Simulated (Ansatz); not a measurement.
**CdS (Hawleyite): how G0W0 depends on its starting point**

One-shot GW is not self-consistent; how far does the start matter for CdS (Hawleyite)?

Calculated with Ansatz 0.2.0; G0W0 on several functionals, plane waves, PAW.

Report form: the programs' logs are mostly left out.

In doubt: masses and optical values from hybrid runs of this build are listed as unsure (step 4), which bears on the screening that GW takes from such a start.

### Step 1. The structure

The structure is cubic, space group F-43m (No. 216). The conventional cell has a = 5.833 Å, b = 5.833 Å, c = 5.833 Å, α = 90.00°, β = 90.00°, γ = 90.00°. Cd has 4 S at 2.53 Å nearest. Nearest to S lie 4 Cd at 2.53 Å. Farther neighbours and most contacts between anions are not listed.

The cell and positions come from the Crystallography Open Database and are kept as given unless a step says otherwise.

### Step 2. G0W0 on LDA

G0W0 replaces the xc potential by the self-energy, built once from these orbitals. Only a window of levels is corrected, while the sums run over the empty bands that the input names. This step takes PAW set soft_1 files.

This step: G0W0 on LDA, plane waves, PAW; PAW set soft_1.

Contents of input.yaml:

```yaml
crystal:
  lattice:
    - [0.0, 2.9165, 2.9165]
    - [2.9165, 0.0, 2.9165]
    - [2.9165, 2.9165, 0.0]
  atoms:
    - { symbol: Cd, position: [0.0, 0.0, 0.0] }
    - { symbol: S, position: [0.25, 0.25, 0.25] }
kpoints:
  mp_grid: { grid: [4, 4, 4] }
hamiltonian:
  xc: lda
  pseudopotentials: { kind: paw, azcp: { folder: soft_1 }, xc_functional: pbe }
scf:
  occupations: { method: fixed }
gw:
  n_empty_bands: 148
  ecut_chi: 120
  qp_bands: [v2, c2]
  qp_kpoints: band_edges
  screening: { model: contour_deformation }
```

Launch:

```bash
$ ansatz run input.yaml --threads 3 --pin off --max-ram 92160MiB --backend cuda --events-out ev --progress --plain --runs-dir out --devices 1 --max-vram 13GiB
```

The job ended after 12 s (1 × NVIDIA H100 80GB HBM3 (shared by 6 runs) with 3 threads of AMD EPYC 7R13 (Zen 3), shared host; peak memory 1 GiB; 7.7 s of CPU time).

This step gave:

| Item | Value |
| --- | --- |
| bands summed | 161 |
| RPA ε∞ on this mesh (eigenvalues) | 17.91, 17.91, 17.91 |
| plane waves in the screening matrix | 169 |
| q-points in the mesh | 64 |
| G0W0 gap on the mesh | 1.653 eV |
| k of the valence top | 0, 0, 0 |
| k of the conduction bottom | 0, 0, 0 |
| starting gap on the mesh | 0.8471 eV |
| Z at the valence top | 0.7105 |
| Z at the conduction bottom | 0.7455 |
| least direct G0W0 gap on the computed points | 1.653 eV |

The gap on the mesh goes from 0.85 eV to 1.65 eV, a correction of +0.81 eV. Between the two edge states, bare exchange in place of the xc potential would open the gap by 7.10 eV, and correlation takes back 6.29 eV.

### Step 3. G0W0 on PBE

One-shot GW remembers its start. Another functional's orbitals and levels show by how much.

This step: G0W0 on PBE, plane waves, PAW; PAW set soft_1.

input.yaml: that of step 2 with these lines changed.

```diff
@@ -11,4 +11,4 @@
 hamiltonian:
-  xc: lda
-  pseudopotentials: { kind: paw, azcp: { folder: soft_1 }, xc_functional: pbe }
+  xc: pbe
+  pseudopotentials: { kind: paw, azcp: { folder: soft_1 } }
 scf:
```

Run time: 12 s. Hardware: 1 × NVIDIA H100 80GB HBM3 (shared by 6 runs) with 3 threads; peak memory 1 GiB; 6.8 s of CPU time.

Numbers from this step:

```yaml
bands_summed: 161
rpa_eps_infinity_on_this_mesh_eigenvalues: 10.75, 10.75, 10.75
plane_waves_in_the_screening_matrix: 169
q_points_in_the_mesh: 64
g0w0_gap_on_the_mesh: 1.813 eV
k_of_the_valence_top: 0, 0, 0
k_of_the_conduction_bottom: 0, 0, 0
starting_gap_on_the_mesh: 1.133 eV
z_at_the_valence_top: 0.7267
z_at_the_conduction_bottom: 0.7633
least_direct_g0w0_gap_on_the_computed_points: 1.813 eV
```

Against the run with 4×4×4 mesh, 148 empty bands, screening to 120 eV, PAW set soft_1 files on LDA, the gap moves by +0.16 eV, while the start moved by +0.29 eV.

### Step 4. G0W0 on HSE06

This step: G0W0 on HSE06, plane waves, PAW; PAW set soft_1.

input.yaml: that of step 3 with these lines changed.

```diff
@@ -11,3 +11,3 @@
 hamiltonian:
-  xc: pbe
+  xc: hse06
   pseudopotentials: { kind: paw, azcp: { folder: soft_1 } }
```

Wall time 21 s (1 × NVIDIA H100 80GB HBM3 (shared by 6 runs) with 3 threads); peak memory 1.2 GiB; 17 s of CPU time.

Numbers from this step:

```
bands summed                                 : 161
RPA ε∞ on this mesh (eigenvalues)            : 5.457, 5.457, 5.457
plane waves in the screening matrix          : 169
G0W0 gap on the mesh                         : 2.460 eV
k of the valence top                         : 0, 0, 0
k of the conduction bottom                   : 0, 0, 0
starting gap on the mesh                     : 2.175 eV
least direct G0W0 gap on the computed points : 2.460 eV
```

Against the run with 4×4×4 mesh, 148 empty bands, screening to 120 eV, PAW set soft_1 files on PBE, the gap moves by +0.65 eV, while the start moved by +1.04 eV.

### Step 5. Side by side

All on the 4×4×4 mesh with 148 empty bands and screening to 120 eV. Times are wall times on 1 × NVIDIA H100 80GB HBM3 (shared by 6 runs) with 3 threads of AMD EPYC 7R13 (Zen 3), shared host, good to a factor of about two.

| start | starting gap (eV) | shift (eV) | G0W0 gap (eV) | RPA ε∞ (harmonic mean) | Z (valence, conduction) | time |
| --- | --- | --- | --- | --- | --- | --- |
| LDA | 0.85 | +0.81 | 1.65 | 17.91 | 0.71, 0.75 | 12 s |
| PBE | 1.13 | +0.68 | 1.81 | 10.75 | 0.73, 0.76 | 12 s |
| HSE06 | 2.18 | +0.28 | 2.46 | 5.46 | 0.78, 0.81 | 21 s |

How the two edges are built up, in eV (the quasiparticle level is the starting level plus Σx plus Σc less Vxc):

| run | edge | start | Σx | Σc | Vxc | Z | QP |
| --- | --- | --- | --- | --- | --- | --- | --- |
| LDA | valence top | 6.65 | -21.00 | 2.32 | -18.29 | 0.71 | 6.25 |
| LDA | conduction bottom | 7.50 | -8.61 | -3.97 | -12.99 | 0.75 | 7.91 |
| PBE | valence top | 6.93 | -21.05 | 2.36 | -18.12 | 0.73 | 6.37 |
| PBE | conduction bottom | 8.07 | -8.42 | -3.85 | -12.39 | 0.76 | 8.18 |
| HSE06 | valence top | 6.28 | -20.81 | 2.05 | -18.51 | 0.78 | 6.02 |
| HSE06 | conduction bottom | 8.45 | -7.94 | -3.71 | -11.68 | 0.81 | 8.48 |

For a hybrid start, Vxc holds its share of exact exchange.

### Step 6. Outcome

```
G0W0@LDA     : 1.65 eV (start 0.85 eV)
G0W0@PBE     : 1.81 eV (start 1.13 eV)
G0W0@HSE06   : 2.46 eV (start 2.18 eV)
known limits : not at the basis limit; no spin-orbit coupling; coarse k mesh
```

What this shows: The starting gaps span 1.33 eV and the G0W0 gaps 0.81 eV. Between LDA and HSE06, 0.81 eV of the 1.33 eV survives, 61 %. HSE06 screens less than LDA (ε∞ 5.46 against 17.91). Of the 0.81 eV by which its G0W0 gap is higher, the correlation part gives +0.53 eV, and exchange with the one-particle terms, which follow the orbitals, +0.28 eV. The smallest correction, +0.28 eV, is on HSE06, the start nearest to reproducing itself. Bands and cutoff are finite, so the gap is not at the basis limit. The miss can reach some tenths of an eV and take either sign; the mesh is an error of its own. The 4×4×4 mesh is coarse for this cell (its supercell is 16 Å along the shortest edge). The RPA ε∞ on it, from the LDA start, is 17.91; such meshes misread the long-range screening, most where the gap is narrow. The many-body steps are scalar-relativistic: spin-orbit coupling is not in them.

[Paths, hosts, dates, memory and timing lines, banners, echoed tables and standing remarks are left out of the program output.]

[Logs are printed without paths, hosts, clocks, repeated set-up lines and the standing remarks that a program may print on its own settings, such as how far it seeks lower states.]

[Runs of the session that timed out or met a known fault of the program may be left out.]

[Cells called generated may have been cut or substituted from an entry of the Crystallography Open Database or the Materials Project.]

[Hosts, paths, dates, database ids (printed as entryN), source tags and the programs' standing remarks are cut or masked in the printed files.]
